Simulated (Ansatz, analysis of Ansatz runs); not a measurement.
# monolayer As with a Cl adatom (on top): binding, spin and levels, part 3 of 3

Question: how strongly does the Cl adatom (on top) bind to monolayer As, in which spin state, and does it put states into the gap? Model: a cell of 18 host atoms with 1 Cl put in, with vacuum above and below.

Ansatz 0.2.0; plane-wave PAW DFT, PBEsol and LDA; supercells relaxed in a periodic cell with vacuum, the primitive cell and the final single points with the Coulomb interaction cut along the normal.

So far. Step 5 (Relaxing the neutral defect): With the common shift of the atoms taken out, the largest displacement is 1.27 Å, and the sheet with its defect is 2.08 Å thicker than the perfect one. Step 6 (Energies and states on the vacuum scale): With the cut-off the largest force on the relaxed structure is 0.017 eV/Å, so the structure stays at rest.

The database entry behind the starting cell differs from later determinations by our own check (old inner coordinate), so it need not match the best structure at ambient conditions.

### Step 6. Energies and states on the vacuum scale (continued)

Level of this step: plane-wave PAW DFT, PBEsol, Coulomb cut-off along the normal; single point of a defect in a monolayer on the structure relaxed with PBEsol (Ansatz).

From eigenstates.tsv, first k-point; energies on the run's zero. The participation number counts the atoms that a state is spread over, of 19; bands count from 0.

```csv
spin,band,energy (eV),occupation,participation,largest share on,share
down,132,-6.301,1.00,11.9,As15,0.13
down,133,-6.288,1.00,11.0,As5,0.15
down,134,-6.275,1.00,9.7,As6,0.18
down,135,-6.171,1.00,11.3,As7,0.12
down,136,-5.490,1.00,18.0,As13,0.07
down,137,-5.487,1.00,17.3,As10,0.09
down,138,-5.118,0.00,6.9,As9,0.29
down,139,-4.040,0.00,13.2,As15,0.10
down,140,-3.981,0.00,14.7,As13,0.13
down,141,-3.927,0.00,15.0,As3,0.09
down,142,-3.844,0.00,14.6,As5,0.10
up,133,-6.312,1.00,8.8,As5,0.19
up,134,-6.282,1.00,9.5,As6,0.19
up,135,-6.202,1.00,11.1,As13,0.14
up,136,-5.631,1.00,9.9,As9,0.16
up,137,-5.511,1.00,17.9,As13,0.07
up,138,-5.378,1.00,13.6,As9,0.18
up,139,-4.048,0.00,13.3,As15,0.10
up,140,-4.003,0.00,15.1,As13,0.12
up,141,-3.947,0.00,15.0,As3,0.09
up,142,-3.906,0.00,14.8,As9,0.14
up,143,-3.885,0.00,13.9,As5,0.10
```

Under PBEsol at the first k-point of a 2×2×1 Γ-centred mesh, the highest filled state is spin up, spread over 14 of 19 atoms, and the lowest empty one, 0.26 eV above it, is spin down, spread over 7 of 19 atoms.

Valence electrons by atom (Löwdin), nearest atoms first, with the excess over far atoms of the same element, which can also hold differences between inequivalent host sites (the log counts sites from 0):

```csv
atom,distance from the centre (Å),electrons,excess
Cl19,1.27,7.293,-
As10,2.32,14.722,-0.234
As17,4.19,14.955,-0.001
As11,4.19,14.955,0.000
As18,4.21,14.902,-0.053
As12,4.21,14.902,-0.054
As16,4.22,14.936,-0.019
As4,4.24,14.936,-0.019
```

The largest moments in the atoms' spheres: As9 0.17, Cl19 0.15, As10 0.10, As18 0.02, As12 0.02, As17 0.01 μB.

Formation energy from total energies, with Cl (Cl2 molecule) as references:

```csv
total moment (μB),formation energy (eV)
1,-0.25
```

### Step 7. The same structures under LDA

LDA on the structures relaxed with PBEsol shows how much of the energy belongs to the functional at a fixed structure; lattice and atoms are not at rest under it.

Contents of q0_M1.point.lda/input.yaml:

```yaml
crystal:
  lattice:
    - [10.63319851, 0.0, 0.0]
    - [-5.31659926, 9.20862003, 0.0]
    - [0.0, 0.0, 35.0]
  atoms:
    - { symbol: As, position: [-0.00512565, -0.00715471, 0.47822857] }
    - { symbol: As, position: [0.10412662, 0.21057126, 0.51954903] }
[... 7 atom lines left out ...]
    - { symbol: As, position: [0.44251558, 0.55315163, 0.52002988] }
    - { symbol: As, position: [0.3281797, 0.66416735, 0.48228754] }
    - { symbol: As, position: [0.43639681, 0.88561849, 0.52169733] }
[... 4 atom lines left out ...]
    - { symbol: As, position: [0.66767014, 0.66399691, 0.48219712] }
    - { symbol: As, position: [0.78109297, 0.88554499, 0.52156828] }
    - { symbol: Cl, position: [0.50999984, 0.68934078, 0.57748497] }
  periodic: [true, true, false]
basis:
  ecutwfc: 420
  xc_grid: 2
hamiltonian:
  xc: lda
kpoints:
  mp_grid: { grid: [2, 2, 1] }
magnetization:
  spin_polarized: true
  initial_magnetization: 1
  spin_locking: { lock_magnetization: hard }
scf:
  occupations: { method: fermi_dirac, width: 0.01 }
  max_iter: 80
output:
  forces: true
  eigenvalues: true
checkpoint:
  write: "../q0_M1.point.lda.run"
  compress: false
  write_wavefunctions: false
  write_every: 100000
```

Started as:

```bash
$ ansatz run input.yaml --threads 4 --pin off --max-ram 9420MiB --backend cpu --events-out ev --progress --plain --runs-dir out
```

Numbers of over 12 decimals in the logs are rounded to 6 here.

The log of the run:

```text
[...]
Crystal: 19 atoms, lattice volume = 3427.098 Å³
Basis set: ecut = 420 eV, 66855 PW (Γ), exchange–correlation on 144×144×480 points (8 copies of the dense FFT grid, shifted against one another)
Bands: 167, of which v1, the nominal top of the filled ones, is band 139 counted from 1 (138 counted from 0)
Symmetry: 1 space group operations
[...]
k-points: 4
[...]
Starting moments: Σ|m| = 1 μB on 19 of 19 sites
[...]
SCF iter  16: F=-86967.154507 eV  HF=-86967.154507 eV  |F-HF|=1.16e-10  |Δ(HF+E_count)|=  2.91e-11  Δρ=3.48e-8 (↑3.30e-8 ↓3.48e-8)  dr2=3.17e-11  dr2_m=2.78e-11  M=1.000 μB ∫|m|=1.045 μB  ethr=1.00e-12  ⟨swp⟩=1.1  Hψ=2835  notcnv=0
SCF 1 converged in 16 iterations: F = -86967.154507 eV  dr2 = 3.17e-11
[...]
SCF converged after 16 iterations
[...]
Entropy (-TS):   -0.000000 eV (-0.000 meV/atom)
Fermi energy:    -5.372448 (↑ -4.826878, ↓ -5.514605) eV
[...]
--- Forces (eV/Å), atoms counted from 1 ---
  atom   1  As     0.01024420    -0.00093318     0.22277758
  atom   2  As     0.00400533     0.00529223    -0.21453595
  atom   3  As     0.00301732    -0.00405762     0.21647030
  atom   4  As     0.00435947     0.00800540    -0.21532360
  atom   5  As     0.00012632    -0.00095620     0.21765335
  atom   6  As     0.00080856     0.00275000    -0.21059477
  atom   7  As    -0.01495436     0.00146653     0.21839085
  atom   8  As    -0.00469476     0.00730836    -0.21604107
[...]
atom  16  As    -0.00448510     0.00757021    -0.21283143
  atom  17  As     0.00618301     0.00196620     0.20539185
  atom  18  As    -0.02481604    -0.02008145    -0.17986020
  atom  19  Cl     0.00618983     0.00125975    -0.17649593
  max |Σ_I F_I| component: 1.68e-6 eV/Å
--- Band table (eV; the first three rows and the last of 8) ---
[...]
[... further k-points left out ...]
  ° read free of the cell's end (the report's vacuum.weakly_bound_levels)
[key lines of the parts left out:]
Magnetization: 1.0000 μB (139.0000 up, 138.0000 down)
Free energy (F): -86967.154507 eV
```

The job ended after 2.5 min (4 threads of Arm Neoverse V1, shared host; peak memory 7.3 GiB; 9.8 min of CPU time).

Formation energy from total energies, with Cl (Cl2 molecule) as references:

```csv
total moment (μB),formation energy (eV)
1,-0.40
```

Against PBEsol the formation energy goes from -0.25 to -0.40 eV.

### Step 8. Results

| Quantity | Value |
| --- | --- |
| valence top of the perfect sheet below vacuum | 5.28 eV |
| gap of the perfect sheet (PBEsol) | 1.47 eV |
| largest displacement, common shift taken out | 1.27 Å |
| height of the adatom over the sheet's highest atom | 1.95 Å |
| shortest bond of the adatom | As 2.37 Å |
| formation energy, elements as references (PBEsol) | -0.25 eV |
| formation energy, elements as references (LDA) | -0.40 eV |
| moment of the lowest state among those obtained | 1 μB |

**Reading.** Under PBEsol the neutral adatom costs -0.25 eV against the perfect sheet and the elements' reference phases, so it is downhill from them, with the moment held at 1 μB, the only one obtained. Across PBEsol and LDA the formation energy spans 0.14 eV on one structure. What this leaves open: the images lie 10.6 Å apart in the plane; semilocal functionals make the gap too small and spread bound carriers; Kohn–Sham levels are not transition levels, and excitons, strong in sheets, are left out; the binding of the gas molecule that sets a chemical potential is uncorrected; a free-standing sheet, no substrate.

[Logs are printed without paths, hosts, clocks, repeated set-up lines and the standing remarks that a program may print on its own settings, such as how far it seeks lower states.]

[Hosts, paths, dates, database ids (printed as entryN), source tags and the programs' standing remarks are cut or masked in the printed files.]

[Maps of the electrostatic potential energy from Ansatz leave out the sawtooth potential of an applied field or a dipole correction, so their vacuum need not be flat.]
